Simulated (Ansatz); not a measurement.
# Direct or indirect: GeBr2 sheet (P-3m1)

```xyz
3
Lattice="4.0678 0.0000 0.0000 -2.0339 3.5228 0.0000 0.0000 0.0000 18.2100" Properties=species:S:1:pos:R:3 pbc="T T T"
Br    0.0000    0.0000   10.7120
Br    2.0339    1.1743    7.4980
Ge    0.0000    2.3485    9.1050
```

Method: Ansatz, PBE, independent particles, without spin-orbit coupling, line width 0.1 eV (Gaussian). The band structure gives a fundamental gap of 2.33 eV. The spectrum of vertical transitions near the edge:

```tsv
E (eV)	absorbance (%), E ∥ xy
1.86	0.00
1.98	0.00
2.10	0.00
2.22	0.00
2.34	0.00
2.46	0.00
2.58	0.00
2.70	0.00
2.82	0.07
2.94	0.70
3.06	1.95
3.18	2.52
3.30	2.68
3.42	3.76
3.54	9.03
3.66	12.12
3.78	12.98
3.90	16.56
4.02	16.53
4.14	17.67
```

Question: Is the gap direct or indirect, and about where do vertical transitions set in?

Answer: Indirect, by the band path, whose least direct gap is 2.85 eV. The curves fit this: they stay near zero above 2.33 eV and rise only from about 2.8 eV, though a forbidden direct transition would look alike. Lines are broadened by 0.1 eV, which spreads the edge, and phonons, which would give weak absorption from the fundamental gap up, are left out.

Note: cells built here by substitution need not match a known phase.

[Logs are printed without paths, hosts, clocks, repeated set-up lines and the standing remarks that a program may print on its own settings, such as how far it seeks lower states.]
